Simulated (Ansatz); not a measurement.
**A faulty run on bare CsH nanowire along [001] (24 atoms)**

Program: Ansatz 0.2.0. The cell: 12 Cs and 12 H.

The database entry behind the starting cell differs from later determinations by our own check (0.1 to 0.3 % short, probably kX units), so it need not match the best structure at ambient conditions.

Input file input.yaml:

```yaml
crystal:
  lattice:
    - [15.188, 0.0, 0.0]
    - [0.0, 15.188, 0.0]
    - [0.0, 0.0, 19.128]
  atoms:
    - { symbol: Cs, position: [0.39544, 0.39486, 0.00128] }
    - { symbol: H, position: [0.60337, 0.39388, 0.00015] }
    - { symbol: Cs, position: [0.60702, 0.60711, 0.00073] }
    - { symbol: H, position: [0.39499, 0.60509, 0.00048] }
    - { symbol: Cs, position: [0.6043, 0.39364, 0.16713] }
    - { symbol: H, position: [0.39441, 0.39778, 0.16623] }
    - { symbol: Cs, position: [0.396, 0.60461, 0.1665] }
    - { symbol: H, position: [0.60419, 0.60393, 0.16593] }
    - { symbol: Cs, position: [0.39572, 0.39746, 0.33256] }
    - { symbol: H, position: [0.60385, 0.39553, 0.33277] }
    - { symbol: Cs, position: [0.60477, 0.60433, 0.33198] }
    - { symbol: H, position: [0.39455, 0.60534, 0.33239] }
    - { symbol: Cs, position: [0.6045, 0.39553, 0.50136] }
    - { symbol: H, position: [0.39728, 0.39589, 0.49884] }
    - { symbol: Cs, position: [0.39475, 0.60428, 0.49947] }
    - { symbol: H, position: [0.60705, 0.60415, 0.49971] }
    - { symbol: Cs, position: [0.39554, 0.39473, 0.66677] }
    - { symbol: H, position: [0.60647, 0.39317, 0.66654] }
    - { symbol: Cs, position: [0.60394, 0.60066, 0.6655] }
    - { symbol: H, position: [0.39534, 0.60623, 0.6659] }
    - { symbol: Cs, position: [0.60446, 0.39514, 0.83245] }
    - { symbol: H, position: [0.39415, 0.39399, 0.83361] }
    - { symbol: Cs, position: [0.40157415, 0.60509, 0.00048] }
    - { symbol: H, position: [0.60367, 0.60436, 0.83465] }
kpoints:
  mp_grid: { grid: [1, 1, 1] }
hamiltonian:
  xc: lda
scf:
  occupations: { method: gaussian, width: 0.025 }
  max_iter: 80
output:
  forces: true
```

Run with:

```bash
> ansatz run input.yaml --threads 4 --pin off --max-ram 8192MiB --backend cpu --events-out ev --progress --plain --runs-dir out
```

The log of the run:

```text
Engine: ansatz 0.2.0, aarch64-unknown-linux-gnu
Pseudopotentials: kind: paw
Pseudopotential: Cs, paw, valence charge 9, recommended cutoff 420 eV (normal), Cs.paw.azcp
Pseudopotential: H, paw, valence charge 1, recommended cutoff 420 eV (normal), H.paw.azcp
[... 3 lines on functional and potentials left out ...]
Crystal: 24 atoms, lattice volume = 4412.358 Å³
Basis set: ecut = 420 eV, 86271 PW (Γ)
Bands: 84, of which v1, the nominal top of the filled ones, is band 60 counted from 1 (59 counted from 0)
Symmetry: 1 space group operations
Space group: P1 (ITA 1), of the structure as read, at distance tolerance 1.6e-4 Å
k-points: 1
[... 6 lines on functional and potentials left out ...]
Initial density: superposition of atomic densities (neutral atoms: chi_scale 0, normalization atom), corrected by the library's trained network
Initial wavefunctions: pseudopotential atomic-orbital guess
Functional: x = slater, c = lda
SCF iter   1: F=—  HF=-93487.607013 eV  |F-HF|=—  |Δ(HF+E_count)|=         —  Δρ=8.89e-1  dr2=1.20e5  ethr=1.77e-3  ⟨swp⟩=59.0  Hψ=2964  notcnv=0  defer=15
preconditioner: auto → Resta (q_TF=auto, 1.496 Å⁻¹)  ε∞=1.0  [insulator: Δε(μ)=0.200 eV  Ē_g=43.704 eV  σ=0.025 eV  W_gap=1.00  n_scr=252 (ndim 8)  ℏωp=1.6 eV  f_vac=0.578  D(μ)=0.00/eV (n_scr^D=0)  ε∞_Penn≈1.0  vacuum switching on, ρ_ref=1.4e-1 e/Å³]
SCF iter   2: F=—  HF=-87709.194591 eV  |F-HF|=—  |Δ(HF+E_count)|=    5.78e3  Δρ=3.73e-1  dr2=3.89e4  ethr=1.77e-3  ⟨swp⟩=46.0  Hψ=4875  notcnv=43  defer=24
preconditioner: auto → LDOS  [insulator: Δε(μ)=0.035 eV  Ē_g=74.143 eV  σ=0.025 eV  W_gap=0.68  n_scr=252 (ndim 8)  ℏωp=2.6 eV  f_vac=0.641  D(μ)=55.38/eV (n_scr^D=252)  ε∞_Penn≈1.0  β→1.0]
SCF iter   3: F=—  HF=-73907.656304 eV  |F-HF|=—  |Δ(HF+E_count)|=    1.38e4  Δρ=3.50e-1  dr2=2.46e4  ethr=1.77e-3  ⟨swp⟩=46.0  Hψ=4501  notcnv=22  defer=18
automatic band count: iteration 3 solves 79 bands in place of 84: the levels show a gap, and the empty bands left out lie too high to hold charge; the band table lists the bands solved (type scf.n_extra_bands for more)
SCF iter   4: F=—  HF=-72638.227568 eV  |F-HF|=—  |Δ(HF+E_count)|=    1.27e3  Δρ=3.12e-1  dr2=2.69e4  ethr=1.77e-3  ⟨swp⟩=46.0  Hψ=4031  notcnv=7  defer=19
SCF iter   5: F=—  HF=-69319.519732 eV  |F-HF|=—  |Δ(HF+E_count)|=    3.32e3  Δρ=2.02e-1  dr2=1.40e4  ethr=1.77e-3  ⟨swp⟩=46.0  Hψ=4016  notcnv=21  defer=19
SCF iter   6: F=—  HF=-67103.436445 eV  |F-HF|=—  |Δ(HF+E_count)|=    2.22e3  Δρ=1.32e-1  dr2=3.57e3  ethr=1.77e-3  ⟨swp⟩=46.0  Hψ=2442  notcnv=2  defer=19
SCF iter   7: F=—  HF=-65827.793685 eV  |F-HF|=—  |Δ(HF+E_count)|=    1.28e3  Δρ=9.51e-2  dr2=1.51e3  ethr=1.77e-3  ⟨swp⟩=26.0  Hψ=911  notcnv=0  defer=9
automatic band count: iteration 7 solves 69 bands in place of 79: the levels show a gap, and the empty bands left out lie too high to hold charge; the band table lists the bands solved (type scf.n_extra_bands for more)
SCF iter   8: F=—  HF=-65162.530630 eV  |F-HF|=—  |Δ(HF+E_count)|=    6.65e2  Δρ=4.34e-2  dr2=5.89e2  ethr=1.77e-3  ⟨swp⟩=18.0  Hψ=1059  notcnv=0  defer=6
SCF iter   9: F=—  HF=-66531.946784 eV  |F-HF|=—  |Δ(HF+E_count)|=    1.37e3  Δρ=2.33e-1  dr2=1.62e4  ethr=1.77e-3  ⟨swp⟩=32.0  Hψ=2000  notcnv=0  defer=3  recentre
SCF iter  10: F=—  HF=-65130.805769 eV  |F-HF|=—  |Δ(HF+E_count)|=    1.40e3  Δρ=3.32e-2  dr2=1.50e2  ethr=1.77e-3  ⟨swp⟩=22.0  Hψ=1261  notcnv=0  defer=5
[...]
automatic band count: iteration 13 solves 84 bands in place of 69: the levels no longer show a gap clear of their residuals, so the SCF keeps every band
[...]
SCF iter  21: F=—  HF=-65071.251569 eV  |F-HF|=—  |Δ(HF+E_count)|=   2.34e-4  Δρ=1.72e-4  dr2=5.02e-3  ethr=8.44e-6  ⟨swp⟩=6.0  Hψ=118  notcnv=0  defer=19
SCF iter  22: F=—  HF=-65071.251764 eV  |F-HF|=—  |Δ(HF+E_count)|=   1.95e-4  Δρ=5.90e-5  dr2=7.26e-4  ethr=4.19e-6  ⟨swp⟩=6.0  Hψ=148  notcnv=0  defer=18
SCF iter  23: F=—  HF=-65071.251766 eV  |F-HF|=—  |Δ(HF+E_count)|=   1.33e-6  Δρ=2.94e-5  dr2=1.52e-4  ethr=6.05e-7  ⟨swp⟩=4.0  Hψ=142  notcnv=0  defer=17
SCF iter  24: F=—  HF=-65071.251755 eV  |F-HF|=—  |Δ(HF+E_count)|=   1.06e-5  Δρ=1.73e-5  dr2=4.44e-5  ethr=1.27e-7  ⟨swp⟩=4.0  Hψ=138  notcnv=0  defer=17
SCF iter  25: F=—  HF=-65071.252024 eV  |F-HF|=—  |Δ(HF+E_count)|=   2.69e-4  Δρ=1.71e-5  dr2=5.02e-5  ethr=3.70e-8  ⟨swp⟩=4.0  Hψ=154  notcnv=0  defer=17
SCF iter  26: F=—  HF=-65071.252021 eV  |F-HF|=—  |Δ(HF+E_count)|=   2.81e-6  Δρ=6.63e-6  dr2=3.43e-6  ethr=3.70e-8  ⟨swp⟩=4.0  Hψ=138  notcnv=0  defer=17
SCF iter  27: F=—  HF=-65071.252023 eV  |F-HF|=—  |Δ(HF+E_count)|=   1.66e-6  Δρ=3.90e-6  dr2=2.32e-6  ethr=2.86e-9  ⟨swp⟩=3.0  Hψ=143  notcnv=0  defer=16
SCF iter  28: F=—  HF=-65071.252023 eV  |F-HF|=—  |Δ(HF+E_count)|=   1.58e-9  Δρ=1.77e-6  dr2=3.52e-7  ethr=1.93e-9  ⟨swp⟩=2.0  Hψ=128  notcnv=0  defer=16
SCF iter  29: F=—  HF=-65071.252023 eV  |F-HF|=—  |Δ(HF+E_count)|=   8.01e-9  Δρ=9.01e-7  dr2=1.13e-7  ethr=2.94e-10  ⟨swp⟩=2.0  Hψ=117  notcnv=0  defer=16
SCF iter  30: F=-65071.252023 eV  HF=-65071.252023 eV  |F-HF|=1.91e-9  |Δ(HF+E_count)|=   1.75e-8  Δρ=3.09e-7  dr2=1.12e-8  ethr=8.33e-11  ⟨swp⟩=34.0  Hψ=902  notcnv=0
SCF 1 converged in 30 iterations: F = -65071.252023 eV  dr2 = 1.12e-8
[...]
SCF converged after 30 iterations
Free energy (F): -65071.252023 eV
Harris-Foulkes:  -65071.252023 eV  (|F-HF|=1.91e-9)
Internal energy: -65071.251280 eV  (E = F + TS)
E sigma→0 (E₀):  -65071.251651 eV
Entropy (-TS):   -0.000743 eV (-0.031 meV/atom)
Fermi energy:    -1.609298 eV
--- Per-component energies (eV) ---
  E_band       = -1501.544059
  E_kinetic    = 1867.048874
  E_local      = -15459.577939  (includes V_loc(G=0)·N_el)
  E_nonlocal   = 420.862367
  E_hartree    = 6804.781222
  E_xc         = -2174.616778
  E_vxc        = -1648.866016  (∫ρ·V_xc dr)
  E_paw        = -58847.094495  (= ΣΔE_a)
  E_vpaw       = -290.567350  (= ΣTr[D̂ρ^β])
  E_aug_tail   = -0.011108  (compensation charges beyond the density's cutoff)
  E_ewald      = 2314.109902
  E_core_change = 3.246675  (= ΣΔE_core)
  E_smearing   = -0.000743  (= −TS)
  E_closure    = -0.000000  (closes the sum)
  Σ components = -65071.252023   (vs F -65071.252023, Δ=0.00e0)
--- Forces (eV/Å), atoms counted from 1 ---
  atom   1  Cs     0.17568443    -1.61396121    -0.05673846
  atom   2  H     -0.36359492     0.40784816     0.08290129
  atom   3  Cs     1.86660836    -0.22847844    -0.04829978
  atom   4  H  -12967.54155238     1.01473063    -0.61729517
  atom   5  Cs    -0.09133556     0.09671245     0.04544954
  atom   6  H      0.24256293     0.34463523    -0.15378738
  atom   7  Cs     0.19346820    -0.24078945     1.86865444
  atom   8  H     -0.36420198    -0.21084855    -0.17526738
  atom   9  Cs     0.11614546     0.09306557     0.10424271
  atom  10  H     -0.21731702     0.22660154    -0.07470515
  atom  11  Cs    -0.10872176    -0.12381113     0.11933273
  atom  12  H      0.20697519    -0.19629279    -0.26066718
  atom  13  Cs    -0.12277775     0.12474150     0.03424854
  atom  14  H      0.20229354     0.19096991    -0.07905648
[...]
atom  23  Cs 12966.03137655     0.29352005    -1.20763046
  atom  24  H     -0.01740392    -0.21839820     0.31830455
  max |Σ_I F_I| component: 4.37e-5 eV/Å
```

Run time: 76 s. Hardware: 4 threads of Arm Neoverse V2, shared host; peak memory 1.9 GiB; 4.9 min of CPU time.

Reading the cycles: dr2 is the Hartree energy of the density residual (eV), the measure of convergence; HF is the Harris–Foulkes estimate of the energy, which meets the free energy F at convergence.

What is at fault here, and what would mend it?

Atoms that overlap: crystal.atoms[22].position = [0.40157415, 0.60509, 0.00048].

The fix is to restore the position.

The run converged all the same, so the exit status doesn't show the fault.

[Logs are printed without paths, hosts, clocks, repeated set-up lines and the standing remarks that a program may print on its own settings, such as how far it seeks lower states.]

[Hosts, paths, dates, database ids (printed as entryN), source tags and the programs' standing remarks are cut or masked in the printed files.]
